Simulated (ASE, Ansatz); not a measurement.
# Forces and charges in generalised stacking fault on (110) of a LiCl-LiBr solid solution (56 atoms), part 2 of 2

What does DFT give for generalised stacking fault on (110) of a LiCl-LiBr solid solution (56 atoms) as built?

Ansatz 0.2.0; Kohn-Sham DFT, PBE, PAW (set soft_2), plane waves.

The cell: 28 Li, 10 Br and 18 Cl. The cell is under 6 Å thick along one periodic direction. The host structure and its lattice constant were typed by rule, without a check against the phase diagram.

So far. Step 2 (Plane-wave single point): Electrostatic potential energy in the ca plane at fractional y = 0.000, with atoms of Li and Br and Cl within 0.2 Å of it. With pseudopotentials it is smooth inside the atoms' cores, unlike the true potential.

## (2) Plane-wave single point (continued)

Valence density in the ca plane at fractional y = 0.000, with atoms of Li and Br and Cl within 0.2 Å of it. It is the smooth field of the valence electrons, not physical close to the nuclei.

Values in e/Å³, 11 rows by 16 columns, each cell a mean:
```
0.5 0.1 0.1 2.1 0.7 0.1 0.1 3.6 0.1 0.1 0.4 4.0 0.1 0.1 1.7 2.5
1.2 0.7 0.6 0.1 0.1 0.6 0.3 0.1 0.2 0.4 0.1 0.3 0.2 0.3 0.3 0.5
0.2 0.8 0.8 0.2 0.4 1.3 0.9 0.1 0.7 1.4 0.5 0.1 0.9 1.2 0.2 0.1
0.1 0.8 0.9 0.1 0.3 1.3 0.9 0.1 0.7 1.3 0.6 0.1 1.1 1.2 0.3 0.2
0.0 0.2 0.3 0.3 0.1 0.4 0.2 0.1 0.2 0.7 0.2 0.1 0.5 0.9 0.1 0.1
0.1 0.1 0.1 3.3 1.0 0.1 0.1 3.6 0.2 0.1 0.3 2.6 0.1 0.1 0.8 1.1
1.4 0.3 0.3 0.5 0.2 0.2 0.1 1.2 0.1 0.2 0.2 2.1 0.1 0.1 1.3 2.0
0.5 0.9 0.9 0.1 0.2 1.2 0.6 0.1 0.4 0.9 0.3 0.1 0.5 0.8 0.1 0.1
0.2 0.8 0.8 0.2 0.4 1.1 1.0 0.1 0.7 0.6 0.6 0.1 1.1 1.2 0.3 0.2
0.1 0.6 0.6 0.1 0.2 1.0 0.6 0.1 0.5 1.0 0.4 0.1 0.9 1.3 0.2 0.2
0.0 0.1 0.1 1.8 0.6 0.1 0.1 1.2 0.2 0.3 0.1 0.4 0.2 0.3 0.1 0.1
```
Columns run along c (16.0 Å, from fractional 0.00 to 0.61 of the cell), rows up along a (7.4 Å). Atoms in or near the plane, at fractional coordinates: Br at (0.07, 0.74), Li at (0.14, 0.98), Cl at (0.21, 0.72), Li at (0.28, 0.97), Cl at (0.35, 0.70), Li at (0.43, 0.95), Cl at (0.50, 0.69), Li at (0.57, 0.93), Br at (0.07, 0.24), Li at (0.14, 0.48), Cl at (0.21, 0.22), Li at (0.28, 0.46), Br at (0.35, 0.20), Li at (0.42, 0.45) and more.

Mean Löwdin charges: Br -0.55, Cl -0.63, Li +0.66 e (they miss 0.62 % of the electrons, so they add up to more than the cell's charge).

## (3) Distances and neighbours

These statistics describe the geometry on which the runs were made.

Density 2.63 g/cm³, 18.40 Å³ an atom.

g(r), total and by pair (bins of 0.2 Å):

| r (Å) | total | Li-Li | Li-Cl | Li-Br | Cl-Cl | Cl-Br | Br-Br |
| --- | --- | --- | --- | --- | --- | --- | --- |
| 2.20 | 0.20 | 0.00 | 0.16 | 0.86 | 0.00 | 0.00 | 0.00 |
| 2.40 | 0.00 | 0.00 | 0.00 | 0.00 | 0.00 | 0.00 | 0.00 |
| 2.60 | 6.05 | 0.00 | 12.45 | 11.45 | 0.00 | 0.00 | 0.00 |
| 2.80 | 0.00 | 0.00 | 0.00 | 0.00 | 0.00 | 0.00 | 0.00 |
| 3.00 | 0.00 | 0.00 | 0.00 | 0.00 | 0.00 | 0.00 | 0.00 |
| 3.20 | 0.00 | 0.00 | 0.00 | 0.00 | 0.00 | 0.00 | 0.00 |
| 3.40 | 0.26 | 0.35 | 0.07 | 0.36 | 0.00 | 0.38 | 1.36 |
| 3.60 | 0.35 | 0.46 | 0.00 | 0.00 | 0.75 | 1.18 | 0.60 |
| 3.80 | 5.55 | 11.30 | 0.00 | 0.00 | 12.05 | 10.00 | 10.05 |
| 4.00 | 0.13 | 0.26 | 0.00 | 0.00 | 0.16 | 0.28 | 0.51 |
| 4.20 | 0.00 | 0.00 | 0.00 | 0.00 | 0.00 | 0.00 | 0.00 |
| 4.40 | 0.11 | 0.22 | 0.00 | 0.00 | 0.00 | 0.24 | 0.85 |
| 4.60 | 2.61 | 0.00 | 5.30 | 5.05 | 0.00 | 0.00 | 0.00 |
| 4.80 | 0.27 | 0.18 | 0.28 | 0.50 | 0.00 | 0.39 | 0.00 |
| 5.00 | 0.03 | 0.00 | 0.03 | 0.11 | 0.00 | 0.00 | 0.00 |
| 5.20 | 1.43 | 2.82 | 0.00 | 0.06 | 3.27 | 2.29 | 3.54 |
| 5.40 | 0.10 | 0.04 | 0.14 | 0.24 | 0.00 | 0.00 | 0.00 |
| 5.60 | 0.05 | 0.00 | 0.08 | 0.14 | 0.00 | 0.00 | 0.00 |
| 5.80 | 3.88 | 0.13 | 8.00 | 7.02 | 0.00 | 0.14 | 0.50 |
| 6.00 | 0.84 | 0.06 | 1.53 | 1.75 | 0.00 | 0.18 | 0.00 |
| 6.20 | 0.04 | 0.06 | 0.02 | 0.07 | 0.00 | 0.06 | 0.00 |
| 6.40 | 3.98 | 7.75 | 0.16 | 0.32 | 8.01 | 7.80 | 6.70 |
| 6.60 | 0.19 | 0.19 | 0.15 | 0.27 | 0.12 | 0.21 | 0.37 |
| 6.80 | 0.02 | 0.00 | 0.02 | 0.09 | 0.00 | 0.00 | 0.00 |
| 7.00 | 0.14 | 0.28 | 0.00 | 0.00 | 0.21 | 0.33 | 0.34 |
| 7.20 | 0.07 | 0.14 | 0.00 | 0.00 | 0.00 | 0.31 | 0.00 |
| 7.40 | 1.49 | 2.80 | 0.13 | 0.30 | 2.93 | 2.63 | 2.98 |
| 7.60 | 0.05 | 0.09 | 0.00 | 0.00 | 0.09 | 0.08 | 0.28 |

Bonds by pair of elements; cutoffs follow the first minimum of g(r), held within bounds set by covalent radii, and pairs that aren't listed don't count as bonded:

| pair A-B | cutoff (Å) | bonds | mean length (Å) | spread (Å) | shortest (Å) | B about A | A about B |
| --- | --- | --- | --- | --- | --- | --- | --- |
| Li-Cl | 3.06 | 107 | 2.63 | 0.036 | 2.28 | 3.82 | 5.94 |
| Li-Br | 3.02 | 57 | 2.61 | 0.084 | 2.24 | 2.04 | 5.7 |

How many atoms have how many bonded neighbours:

| element | mean | 5 | 6 |
| --- | --- | --- | --- |
| Br | 5.7 | 3 | 7 |
| Cl | 5.94 | 1 | 17 |
| Li | 5.86 | 4 | 24 |

Bond angles (no mean is given where the spread exceeds 20°):

| angle | count | mean (°) | spread (°) |
| --- | --- | --- | --- |
| Li-Cl-Li | 265 | - | - |
| Cl-Li-Cl | 177 | - | - |
| Br-Li-Cl | 172 | - | - |
| Li-Br-Li | 135 | - | - |
| Br-Li-Br | 51 | - | - |

Bond length by coordination (bonds to H left out):

| element | coordination | atoms | mean bond length (Å) |
| --- | --- | --- | --- |
| Br | 5 | 3 | 2.56 |
| Br | 6 | 7 | 2.63 |
| Cl | 5 | 1 | 2.56 |
| Cl | 6 | 17 | 2.63 |
| Li | 5 | 4 | 2.56 |
| Li | 6 | 24 | 2.63 |

By these cutoffs 70 % of Br atoms have 6, 94 % of Cl atoms have 6 and 86 % of Li atoms have 6 bonded neighbours.

The surroundings of Li1, which has 5 bonded neighbours where the commonest count for Li is 6, nearest first, numbered as they follow in the input and with coordinates relative to it.

| atom | x | y | z | distance (Å) | bonds | Löwdin charge (e) | Fx | Fy | Fz (eV/Å) |
| --- | --- | --- | --- | --- | --- | --- | --- | --- | --- |
| Li1 | 0.00 | 0.00 | 0.00 | 0.00 | 5 | 0.67 | 0.31 | 0.00 | -0.93 |
| Br2 | -0.95 | 0.00 | 2.07 | 2.28 | 5 | -0.56 | -0.42 | -0.01 | 0.64 |
| Cl28 | 1.85 | -0.03 | -1.85 | 2.62 | 6 | -0.63 | -0.07 | 0.06 | 0.07 |
| Cl42 | 0.00 | 2.63 | -0.01 | 2.63 | 5 | -0.64 | 0.20 | -0.01 | -0.45 |
| Cl42 | 0.00 | -2.64 | -0.01 | 2.64 | 5 | -0.64 | 0.20 | -0.01 | -0.45 |
| Cl14 | -1.88 | -0.01 | -1.88 | 2.66 | 6 | -0.63 | 0.05 | 0.01 | 0.12 |
| Br16 | 2.79 | 0.01 | 2.07 | 3.47 | 5 | -0.56 | -0.63 | -0.03 | 0.85 |
| Li43 | -0.94 | -2.63 | 2.07 | 3.48 | 5 | 0.66 | 0.07 | -0.01 | 0.23 |
| Li43 | -0.94 | 2.64 | 2.07 | 3.48 | 5 | 0.66 | 0.07 | -0.01 | 0.23 |
| Li41 | 1.84 | 2.63 | -1.86 | 3.71 | 6 | 0.66 | -0.23 | 0.00 | 0.06 |

The column of bonds counts only the pairs Li-Cl within 3.06 Å, Li-Br within 3.02 Å; other neighbours, such as metal atoms beside each other in a compound, aren't counted, and periodic images can show an atom twice.

## (4) Outcome

```yaml
free_energy_per_atom: -948.0196 eV/atom
density: 2.63 g/cm³
pressure: 0.7708 GPa
r_m_s_force_component: 0.2111 eV/Å
spacing_of_highest_filled_and_lowest_empty_level: 5.452 eV
wall_time_of_the_1_dft_run: 24 s
```

In words: The highest filled and lowest empty levels differ by 5.45 eV on the run's k-points; the mesh holds the band edges only if they fold onto it, so the gap at this level can be narrower or closed, while semilocal functionals tend to narrow gaps against experiment. Counting bonds as in the table, 70 % of Br atoms have 6, 94 % of Cl atoms have 6 and 86 % of Li atoms have 6 bonded neighbours.

What to keep in mind: The geometry was built by rule, was displaced at random and isn't relaxed at this level: its force components are 0.21 eV/Å r.m.s.

[Logs are printed without paths, hosts, clocks, repeated set-up lines and the standing remarks that a program may print on its own settings, such as how far it seeks lower states.]

[Hosts, paths, dates, database ids (printed as entryN), source tags and the programs' standing remarks are cut or masked in the printed files.]
